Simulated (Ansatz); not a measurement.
# Ca on Pd(111): change of the work function, part 6 of 6

How does Ca on the fcc site change the work function of Pd(111) as the layer fills?

Ansatz 0.2.0; plane-wave DFT, PBE, Ansatz PAW (the session's first sound run).

So far, work function, upper face (eV): step 2 (the clean slab, PBE) 5.27; step 6 (the 0.25 ML cell at another level of theory, functional PBEsol) 2.12; step 7 (the 0.25 ML cell at another level of theory, functional LDA) 2.25; step 8 (the 0.25 ML cell at another level of theory, functional RPBE) 2.04; step 10 (a changed input: magnetization = {"spin_polarized": true}, PBE) 2.13.

## 11. Varying the input

This step: plane-wave DFT, PBE, Ansatz PAW (Ansatz 0.2.0).

System of this step: Pd(111). The cell holds 4 atoms: 4 Pd. Cell: a = 2.751 Å, b = 2.751 Å, c = 24.738 Å, α = 90.0°, β = 90.0°, γ = 60.0°. Vacuum lies along c.

Another changed input: it repeats the earlier run at 0 ML with scf.occupations.method from fermi_dirac to cold, scf.occupations.width from 0.1 to 0.001 and accuracy to medium.

input.yaml reads:

```yaml
crystal:
  lattice:
    - [2.7506453788, 0.0, 0.0]
    - [1.3753226894, 2.3821287749, 0.0]
    - [0.0, 0.0, 24.7376776414]
  atoms:
    - { symbol: Pd, position: [0.0, 0.0, 0.3638174986] }
    - { symbol: Pd, position: [0.3333333333, 0.3333333333, 0.4546058329] }
    - { symbol: Pd, position: [0.6666666667, 0.6666666667, 0.5453941671] }
    - { symbol: Pd, position: [0.0, 0.0, 0.6361825014] }
kpoints:
  mp_grid: { grid: [12, 12, 1] }
hamiltonian:
  xc: pbe
scf:
  occupations: { method: cold, width: 0.001 }
  convergence: { dr2_threshold: 1.0e-08 }
efield:
  axis: 3
  dipole_correction: true
  ramp_position: 0.97
  ramp_width: 0.06
relax:
  f_tol: 0.02
  max_steps: 60
  constraints: [{ sites: [0, 1] }]
output:
  write_potential: true
  write_density: true
  volumetric_format: npy
accuracy: medium
```

Started as:

```bash
ansatz run input.yaml --threads 4 --pin off --max-ram 12288MiB --backend cpu --events-out ev --progress --plain --runs-dir out
```

Numbers of over 12 decimals in the logs are rounded to 6 here.

Log:

```text
[...]
Crystal: 4 atoms, lattice volume = 162.091 Å³
Basis set: ecut = 420 eV, 3173 PW (Γ), exchange–correlation on 40×40×360 points (8 copies of the dense FFT grid, shifted against one another)
Bands: 44, of which v1, the nominal top of the filled ones, is band 36 counted from 1 (35 counted from 0)
Symmetry: 6 space group operations
k-points: 19 of 144 (time reversal used)
[...]
SCF iter   1: F=—  HF=-27890.304711 eV  |F-HF|=—  |Δ(HF+E_count)|=         —  Δρ=1.10e-2  dr2=1.18e0  ethr=1.77e-3  p=0.000 e·Å  D=6.33e-14 V/Å  ΔV_dip=-0.00 eV  dr2_dipole=1.98e-7  V_vac-E_F(+/−)=4.93/4.93 eV  ⟨swp⟩=9.3  Hψ=3732  notcnv=0  defer=1
[...]
SCF iter  18: F=-27890.268439 eV  HF=-27890.268439 eV  |F-HF|=6.35e-9  |Δ(HF+E_count)|=   2.04e-9  S|Δr|=    0.00e0  Δρ=5.15e-7  dr2=2.39e-9  ethr=1.39e-11  p=-0.000 e·Å  D=-1.10e-7 V/Å  ΔV_dip=0.00 eV  dr2_dipole=8.77e-10  V_vac-E_F(+/−)=5.29/5.29 eV  ⟨swp⟩=6.5  Hψ=4543  notcnv=0
SCF 1 converged in 18 iterations: F = -27890.268439 eV  dr2 = 2.39e-9
[...]
relax step   1: F+E_penalty+E_count = -27890.26843944 eV  Δ(F+E_penalty+E_count) = +0.000e0 eV  max|allowed force component| = 3.203e-1 eV/Å  Δτ_max = 0.0000 Å  (18 SCF iters, accepted)
[...]
SCF iter  25: F=-27890.281433 eV  HF=-27890.281433 eV  |F-HF|=7.75e-10  |Δ(HF+E_count)|=   2.16e-9  S|Δr|=    0.00e0  Δρ=6.44e-7  dr2=1.73e-9  ethr=1.39e-11  p=-0.001 e·Å  D=-1.17e-3 V/Å  ΔV_dip=0.03 eV  dr2_dipole=1.73e-10  V_vac-E_F(+/−)=5.32/5.29 eV  ⟨swp⟩=7.6  Hψ=4358  notcnv=0
SCF 2 converged in 25 iterations: F = -27890.281433 eV  dr2 = 1.73e-9
relax step   2: F+E_penalty+E_count = -27890.28143262 eV  Δ(F+E_penalty+E_count) = -1.299e-2 eV  max|allowed force component| = 1.242e-1 eV/Å  Δτ_max = 0.1522 Å  (25 SCF iters, accepted)
SCF iter   1: F=—  HF=-27890.287624 eV  |F-HF|=—  |Δ(HF+E_count)|=         —  Δρ=3.84e-3  dr2=4.68e-2  ethr=1.71e-4  p=-0.001 e·Å  D=-1.17e-3 V/Å  ΔV_dip=0.03 eV  dr2_dipole=9.83e-3  V_vac-E_F(+/−)=5.30/5.27 eV  ⟨swp⟩=4.1  Hψ=1885  notcnv=0  defer=47
[...]
SCF iter  25: F=-27890.283839 eV  HF=-27890.283839 eV  |F-HF|=3.17e-9  |Δ(HF+E_count)|=   2.51e-9  S|Δr|=    0.00e0  Δρ=7.75e-7  dr2=2.75e-9  ethr=1.39e-11  p=-0.001 e·Å  D=-7.73e-4 V/Å  ΔV_dip=0.02 eV  dr2_dipole=1.64e-11  V_vac-E_F(+/−)=5.31/5.29 eV  ⟨swp⟩=7.0  Hψ=4797  notcnv=0
SCF 3 converged in 25 iterations: F = -27890.283839 eV  dr2 = 2.75e-9
relax step   3: F+E_penalty+E_count = -27890.28383936 eV  Δ(F+E_penalty+E_count) = -2.407e-3 eV  max|allowed force component| = 1.514e-2 eV/Å  Δτ_max = 0.0426 Å  (25 SCF iters, accepted)
[...]
SCF converged after 25 iterations
Stability not checked: this state was not tested for a lower state beside it, because cold or Methfessel-Paxton smearing, or corrected tetrahedra, fill the levels in a way that the test cannot read (fill_not_monotonic; see scf.lower_state_search)
Free energy (F): -27890.283839 eV
[...]
Internal energy: -27890.283825 eV  (E = F + TS)
E sigma→0 (E₀):  -27890.283835 eV
Entropy (-TS):   -0.000015 eV (-0.004 meV/atom)
Fermi energy:    3.822203 eV
Dipole field:    D = -0.000767 V/Å  (p = -0.000687 e·Å, saw-weighted, corrected)
Work function:   Φ+ = 5.3095 eV   Φ− = 5.2905 eV
[...]
--- Forces (eV/Å), atoms counted from 1 ---
  atom   1  Pd     0.00000000    -0.00000000    -0.31375297
  atom   2  Pd    -0.00000000    -0.00000000     0.32611801
  atom   3  Pd    -0.00000000     0.00000000    -0.01513772
  atom   4  Pd     0.00000000     0.00000000     0.00277415
  max |Σ_I F_I| component: 1.47e-6 eV/Å
--- Band table (eV; the first three rows and the last of 19) ---
  k-point 0: bands = [... 32 lower, 2.6817, 2.9424, 2.9424, 3.4774, 3.4774, 3.7636, 3.7636, 4.2912, ... 4 higher]
  k-point 1: bands = [... 32 lower, 2.6066, 2.9443, 2.9693, 3.1298, 3.4729, 3.5146, 3.7704, 4.8833, ... 4 higher]
  k-point 2: bands = [... 32 lower, 2.5184, 2.5223, 2.9070, 2.9242, 3.4560, 3.7852, 4.0033, 5.8265, ... 4 higher]
  k-point 18: bands = [... 32 lower, 3.3521, 3.5816, 3.5853, 3.5958, 10.1772, 10.3590, 10.3685, 11.0914, ... 4 higher]
--- Relaxed structure (3 steps of the walk, 3 accepted, 0 SCFs on fresh bases) ---
  F+E_penalty+E_count = -27890.28383936 eV   max|allowed force component| = 1.514e-2 eV/Å
  atoms:
    - { symbol: Pd, position: [0.0, 0.0, 0.3638174986] }
    - { symbol: Pd, position: [0.333333, 0.333333, 0.454606] }
    - { symbol: Pd, position: [0.666667, 0.666667, 0.547478] }
    - { symbol: Pd, position: [0, 0, 0.640611] }
```

Wall time 20 s (4 threads of Arm Neoverse V1, shared host); peak memory 0.52 GiB.

Relaxation path:

```
step  energy less that of the first step (eV)  largest force component (eV/Å)
   1                                   0.0000                          0.3203
   2                                  -0.0130                          0.1242
   3                                  -0.0154                          0.0151
```

The run keeps the 6 symmetry operations that it works with, so distortions that break them were not tested.

The atoms that moved most (Å):

```
atom     dx     dy     dz  length
 Pd4  0.000  0.000  0.110   0.110
 Pd3  0.000  0.000  0.052   0.052
```

Final coordinates:

```xyz
4
Lattice="2.7506 0.0000 0.0000 1.3753 2.3821 0.0000 0.0000 0.0000 24.7377" Properties=species:S:1:pos:R:3
Pd    0.0000    0.0000    9.0000
Pd    1.3753    0.7940   11.2459
Pd    2.7506    1.5881   13.5433
Pd    0.0000    0.0000   15.8472
```

Numbers from this step:

```
work function, upper face : 5.310 eV
dipole along the normal   : -6.87e-4 e·Å
```

```
                      quantity  this run  earlier run  difference
work function, upper face (eV)     5.310        5.268       0.041
 dipole along the normal (e·Å)  -6.87e-4     -7.03e-4      1.5e-5
```

What moves beyond 0.01 in its unit (for the dipole 0.5 % and 5e-5 e·Å): work function, upper face (+0.0414 eV).

## 12. Outcome

* work function of the clean face: 5.27 eV
* work function at 0.11 ML: 2.67 eV
* work function at 0.25 ML: 2.13 eV
* dipole per adsorbate at 0.11 ML, positive end outwards: 4.08 D

**Reading.** Ca lowers the work function of Pd(111) at the lowest coverage, by 2.60 eV: the adsorbate layer has its positive end outwards. The slab has 4 layers, at the tabulated experimental lattice constant, one starting site was run, and quantum-size effects of a slab this thin can reach one or two tenths of an eV.

[Logs are printed without paths, hosts, clocks, repeated set-up lines and the standing remarks that a program may print on its own settings, such as how far it seeks lower states.]

[Hosts, paths, dates, database ids (printed as entryN), source tags and the programs' standing remarks are cut or masked in the printed files.]

[Maps of the electrostatic potential energy from Ansatz leave out the sawtooth potential of an applied field or a dipole correction, so their vacuum need not be flat; planar profiles and work functions include it.]
